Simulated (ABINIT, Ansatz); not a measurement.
**SmAl (Pm-3m): from the cell to the phonon bands**

How does SmAl (Pm-3m) vibrate, and is this structure a minimum?

Program: ABINIT 10.8.3. Level of theory: DFT PBEsol, scalar-relativistic, plane waves, PseudoDojo norm-conserving, 4f in core pseudopotentials (the lanthanide files made for PBE). Results are calculated unless marked as measured.

### 1. Set-up

It takes space group Pm-3m (No. 221, cubic). Conventional cell: a = 3.671 Å, b = 3.671 Å, c = 3.671 Å, α = 90.00°, β = 90.00°, γ = 90.00°. Sm has 8 Al at 3.18 Å nearest. Nearest to Al lie 8 Sm at 3.18 Å. Farther neighbours are not listed.

### 2. A probe with smearing

A first run with smearing and empty bands tells whether the crystal has a gap, which decides between fixed occupations and smearing later on.

Contents of probe.abi:

```
# ground state
tolvrs 1.0d-08
prtden 1
prtwf 1

# basis, mesh and filling
ecut 21.0
ixc -116133
ngkpt 6 6 6
nshiftk 1
shiftk 0.0 0.0 0.0
istwfk *1
occopt 7
tsmear 0.005
nband 13
nstep 100
diemac 9.0
prtebands 0
prtgsr 0
useylm 1

# cell and atoms
acell 3*1.0 Angstrom
rprim 
    3.6711043 0.0 0.0
    0.0 3.6711043 0.0
    0.0 0.0 3.6711043
ntypat 2
znucl 62 13
natom 2
typat 1 2
xred 
    0.5 0.5 0.5
    0.0 0.0 0.0
pp_dirpath "./pseudo"
pseudos "Sm.upf, Al.upf"
```

Started as:

```
> OMP_NUM_THREADS=1 mpirun -n 4 abinit probe.abi > probe.log
```

Numbers of over 12 decimals in the logs are rounded to 6 here.

probe.abo, the main output file:

```text
[banners, grids, parts of the stress and lines that vanish by symmetry left out]
- input  file    -> probe.abi
- output file    -> probe.abo
- root for input  files -> probei
[...]
Symmetries : space group Pm -3 m (#221); Bravais cP (primitive cubic)
[...]
mpw =        1568          nfft =       27000          nkpt =          20
[...]
== DATASET  1 ==================================================================
[...]
cutoff_energies: {ecut:  21.0, pawecutdg:  -1.0, }
[...]
ETOT  1  -42.306138103687    -4.231E+01 5.159E-02 3.166E+00
 ETOT  2  -42.326773018203    -2.063E-02 1.034E-02 7.786E-02
 ETOT  3  -42.326797737506    -2.472E-05 1.886E-03 3.765E-03
 ETOT  4  -42.326798688086    -9.506E-07 9.529E-04 3.564E-05
 ETOT  5  -42.326798698636    -1.055E-08 2.337E-04 3.845E-07
 ETOT  6  -42.326798698726    -8.978E-11 1.752E-04 3.353E-09
 At SCF step    6       vres2   =  3.35E-09 < tolvrs=  1.00E-08 =>converged.
[...]
sigma(1 1)=  8.53500392E-05  sigma(3 2)=  0.00000000E+00
  sigma(2 2)=  8.53500392E-05  sigma(3 1)=  0.00000000E+00
  sigma(3 3)=  8.53500392E-05  sigma(2 1)=  0.00000000E+00
[...]
convergence: {deltae: -8.978E-11, res2:  3.353E-09, residm:  1.752E-04, diffor: null, }
etotal    :  -4.23267987E+01
[...]
sigma(1 1)=  8.53500392E-05  sigma(3 2)=  0.00000000E+00
  sigma(2 2)=  8.53500392E-05  sigma(3 1)=  0.00000000E+00
  sigma(3 3)=  8.53500392E-05  sigma(2 1)=  0.00000000E+00
[...]
- sigma(1 1)=  2.51108485E+00  sigma(3 2)=  0.00000000E+00
- sigma(2 2)=  2.51108485E+00  sigma(3 1)=  0.00000000E+00
- sigma(3 3)=  2.51108485E+00  sigma(2 1)=  0.00000000E+00
[...]
fcart     -0.0000000000E+00 -0.0000000000E+00 -0.0000000000E+00
           strten      8.5350039234E-05  8.5350039234E-05  8.5350039234E-05
================================================================================

[key lines of the parts left out:]
pressure_GPa:  -2.5111E+00
```

Wall time 6.8 s (4 MPI ranks of Arm Neoverse N1, shared host).

Numbers from this step:

| Property | Result |
| --- | --- |
| volume per atom | 24.74 Å³ |
| pressure | -2.511 GPa |
| gap on the k-mesh | 0 eV |

No gap opens on this mesh, so smearing is kept; the printed pressure holds the stress of the finite basis too.

### 3. Relaxation

The harmonic expansion needs vanishing forces, and a free crystal bears no stress, so cell and atoms are brought to rest. Stress is more sensitive to the basis than forces are: the last 3 Ha under the cutoff are smoothed with ecutsm, and the cutoff is raised above that of the later runs.

Contents of relax.abi:

```
# relaxation
ionmov 2
optcell 2
dilatmx 1.08
ntime 40
tolmxf 1.0d-05
tolvrs 1.0d-14
prtwf 0
prtden 0
chksymtnons 0

# basis, mesh and filling
ecut 27.0
ecutsm 3.0
ixc -116133
ngkpt 8 8 8
nshiftk 1
shiftk 0.0 0.0 0.0
istwfk *1
occopt 7
tsmear 0.01
nband 13
nstep 100
diemac 1000000.0
prtebands 0
prtgsr 0
useylm 1

# cell and atoms
acell 3*1.0 Angstrom
rprim 
    3.6711043 0.0 0.0
    0.0 3.6711043 0.0
    0.0 0.0 3.6711043
ntypat 2
znucl 62 13
natom 2
typat 1 2
xred 
    0.5 0.5 0.5
    0.0 0.0 0.0
pp_dirpath "./pseudo"
pseudos "Sm.upf, Al.upf"
```

Started as:

```
> OMP_NUM_THREADS=1 mpirun -n 4 abinit relax.abi > relax.log
```

relax.abo, the main output file:

```text
[banners, grids, parts of the stress and lines that vanish by symmetry left out]
- input  file    -> relax.abi
- output file    -> relax.abo
- root for input  files -> relaxi
[...]
Symmetries : space group Pm -3 m (#221); Bravais cP (primitive cubic)
[...]
mpw =        2872          nfft =       46656          nkpt =          35
[...]
== DATASET  1 ==================================================================
[...]
cutoff_energies: {ecut:  27.0, pawecutdg:  -1.0, }
[...]
ETOT  1  -42.307950610444    -4.231E+01 3.681E-02 5.566E+00
 ETOT  2  -42.327709711569    -1.976E-02 1.133E-02 3.381E-01
 ETOT  3  -42.327760745716    -5.103E-05 5.301E-03 8.414E-03
 ETOT  4  -42.327761996346    -1.251E-06 4.058E-03 1.563E-04
 ETOT  5  -42.327762018474    -2.213E-08 2.708E-03 4.318E-07
[...]
At SCF step    9       vres2   =  4.68E-16 < tolvrs=  1.00E-14 =>converged.
[...]
sigma(1 1)=  7.25359315E-05  sigma(3 2)=  0.00000000E+00
  sigma(2 2)=  7.25359315E-05  sigma(3 1)=  0.00000000E+00
  sigma(3 3)=  7.25359315E-05  sigma(2 1)=  0.00000000E+00
[...]
convergence: {deltae: -2.203E-13, res2:  4.682E-16, residm:  1.242E-04, diffor: null, }
etotal    :  -4.23277620E+01
[...]
ETOT  1  -42.327646886174    -4.233E+01 4.698E-04 1.634E+00
[...]
At SCF step    8       vres2   =  2.81E-15 < tolvrs=  1.00E-14 =>converged.
[...]
sigma(1 1)=  6.01688003E-05  sigma(3 2)=  0.00000000E+00
  sigma(2 2)=  6.01688003E-05  sigma(3 1)=  0.00000000E+00
  sigma(3 3)=  6.01688003E-05  sigma(2 1)=  0.00000000E+00
[...]
convergence: {deltae:  1.705E-13, res2:  2.806E-15, residm:  7.425E-04, diffor: null, }
etotal    :  -4.23279064E+01
[...]
ETOT  1  -42.322789454620    -4.232E+01 1.671E-02 3.458E+01
[...]
At SCF step    9       vres2   =  2.71E-16 < tolvrs=  1.00E-14 =>converged.
[...]
sigma(1 1)= -2.63649413E-06  sigma(3 2)=  0.00000000E+00
  sigma(2 2)= -2.63649413E-06  sigma(3 1)=  0.00000000E+00
  sigma(3 3)= -2.63649413E-06  sigma(2 1)=  0.00000000E+00
[...]
convergence: {deltae:  3.411E-13, res2:  2.713E-16, residm:  9.337E-06, diffor: null, }
etotal    :  -4.23282039E+01
[...]
ETOT  1  -42.328195332789    -4.233E+01 5.261E-06 5.852E-02
[...]
ETOT  6  -42.328204411823    -7.745E-13 1.773E-06 2.247E-12
 ETOT  7  -42.328204411822     1.194E-12 1.942E-06 9.680E-15
 At SCF step    7       vres2   =  9.68E-15 < tolvrs=  1.00E-14 =>converged.
[...]
sigma(1 1)=  8.75686510E-08  sigma(3 2)=  0.00000000E+00
  sigma(2 2)=  8.75686510E-08  sigma(3 1)=  0.00000000E+00
  sigma(3 3)=  8.75686510E-08  sigma(2 1)=  0.00000000E+00
[...]
convergence: {deltae:  1.194E-12, res2:  9.680E-15, residm:  1.942E-06, diffor: null, }
etotal    :  -4.23282044E+01
[...]
At Broyd/MD step   4, gradients are converged :
[...]
sigma(1 1)=  8.75686510E-08  sigma(3 2)=  0.00000000E+00
  sigma(2 2)=  8.75686510E-08  sigma(3 1)=  0.00000000E+00
  sigma(3 3)=  8.75686510E-08  sigma(2 1)=  0.00000000E+00
[...]
- sigma(1 1)=  2.57635866E-03  sigma(3 2)=  0.00000000E+00
- sigma(2 2)=  2.57635866E-03  sigma(3 1)=  0.00000000E+00
- sigma(3 3)=  2.57635866E-03  sigma(2 1)=  0.00000000E+00
[...]
fcart     -0.0000000000E+00 -0.0000000000E+00 -0.0000000000E+00
           strten      8.7568650991E-08  8.7568650991E-08  8.7568650991E-08
================================================================================

[key lines of the parts left out:]
pressure_GPa:  -2.5764E-03
Total energy (etotal) [Ha]= -4.23282044118216E+01
```

Run time: 52 s. Hardware: 4 MPI ranks; 3.5 min of CPU time.

Relaxation path:

```
step  energy less that of the first step (eV)  largest force (eV/Å)  volume (Å³)
   1                                   0.0000                0.0000        49.48
   2                                  -0.0039                0.0000        49.15
   3                                  -0.0120                0.0000        47.66
   4                                  -0.0120                0.0000        47.72
```

```
conventional cell, symmetrised  before  after  change
                         a (Å)   3.671  3.627  -1.2 %
                         b (Å)   3.671  3.627  -1.2 %
                         c (Å)   3.671  3.627  -1.2 %
              volume (Å³/atom)   24.74  23.86  -3.5 %
```

Final coordinates:

```
Sm Al
1.0
     3.62721    0.00000    0.00000
     0.00000    3.62721    0.00000
     0.00000    0.00000    3.62721
Sm Al
1 1
Direct
  0.50000 0.50000 0.50000
  0.00000 0.00000 0.00000
```

Numbers from this step:

```yaml
volume_per_atom: 23.86 Å³
pressure: -0.002576 GPa
```

The volume changes by -3.5 % in this run and stands -3.5 % from the first cell.

### 4. Self-consistent run for the response

The response is built on these wavefunctions, so the potential is converged far more tightly than an energy would need. Smearing stays on, as the first look found no gap above 0.3 eV.

Contents of gs.abi:

```
# ground state
tolvrs 1.0d-16
prtden 1
prtwf 1

# basis, mesh and filling
ecut 21.0
ixc -116133
ngkpt 8 8 8
nshiftk 1
shiftk 0.0 0.0 0.0
istwfk *1
occopt 7
tsmear 0.01
nband 13
nstep 100
diemac 1000000.0
prtebands 0
prtgsr 0
useylm 1

# cell and atoms
acell 3*1.0 Angstrom
rprim 
    3.627214101 0.0 0.0
    0.0 3.627214101 0.0
    0.0 0.0 3.627214101
ntypat 2
znucl 62 13
natom 2
typat 1 2
xred 
    0.5 0.5 0.5
    0.0 0.0 0.0
pp_dirpath "./pseudo"
pseudos "Sm.upf, Al.upf"
```

Started as:

```
> OMP_NUM_THREADS=1 mpirun -n 4 abinit gs.abi > gs.log
```

gs.abo, the main output file:

```text
[banners, grids, parts of the stress and lines that vanish by symmetry left out]
- input  file    -> gs.abi
- output file    -> gs.abo
- root for input  files -> gsi
[...]
Symmetries : space group Pm -3 m (#221); Bravais cP (primitive cubic)
[...]
mpw =        1498          nfft =       27000          nkpt =          35
[...]
== DATASET  1 ==================================================================
[...]
cutoff_energies: {ecut:  21.0, pawecutdg:  -1.0, }
[...]
ETOT  1  -42.308543961929    -4.231E+01 5.335E-02 3.508E+00
 ETOT  2  -42.327806707677    -1.926E-02 8.487E-03 2.733E-01
 ETOT  3  -42.327879397183    -7.269E-05 4.483E-03 3.748E-03
 ETOT  4  -42.327880308048    -9.109E-07 2.080E-03 1.373E-04
 ETOT  5  -42.327880342957    -3.491E-08 8.897E-04 2.708E-07
[...]
ETOT  9  -42.327880343052     1.478E-12 1.722E-04 4.924E-16
 ETOT 10  -42.327880343053    -1.016E-12 7.199E-05 1.696E-18
 At SCF step   10       vres2   =  1.70E-18 < tolvrs=  1.00E-16 =>converged.
[...]
sigma(1 1)=  1.21772660E-05  sigma(3 2)=  0.00000000E+00
  sigma(2 2)=  1.21772660E-05  sigma(3 1)=  0.00000000E+00
  sigma(3 3)=  1.21772660E-05  sigma(2 1)=  0.00000000E+00
[...]
convergence: {deltae: -1.016E-12, res2:  1.696E-18, residm:  7.199E-05, diffor: null, }
etotal    :  -4.23278803E+01
[...]
sigma(1 1)=  1.21772660E-05  sigma(3 2)=  0.00000000E+00
  sigma(2 2)=  1.21772660E-05  sigma(3 1)=  0.00000000E+00
  sigma(3 3)=  1.21772660E-05  sigma(2 1)=  0.00000000E+00
[...]
- sigma(1 1)=  3.58267535E-01  sigma(3 2)=  0.00000000E+00
- sigma(2 2)=  3.58267535E-01  sigma(3 1)=  0.00000000E+00
- sigma(3 3)=  3.58267535E-01  sigma(2 1)=  0.00000000E+00
[...]
fcart     -0.0000000000E+00 -0.0000000000E+00 -0.0000000000E+00
           strten      1.2177265996E-05  1.2177265996E-05  1.2177265996E-05
================================================================================

[key lines of the parts left out:]
pressure_GPa:  -3.5827E-01
```

Elapsed: 12 s, on 4 MPI ranks.

Numbers from this step:

```
pressure : -0.3583 GPa
```

The cell stands at -0.36 GPa: the relaxation ran with a smoothed and higher cutoff, and the difference is a stress of the finite basis.

[end of part 1 of 4]

[Host names and launcher messages were left out of these logs when they were recorded.]

[Logs are printed without paths, hosts, clocks, repeated set-up lines and the standing remarks that a program may print on its own settings, such as how far it seeks lower states.]

[Hosts, paths, dates, database ids (printed as entryN), source tags and the programs' standing remarks are cut or masked in the printed files.]
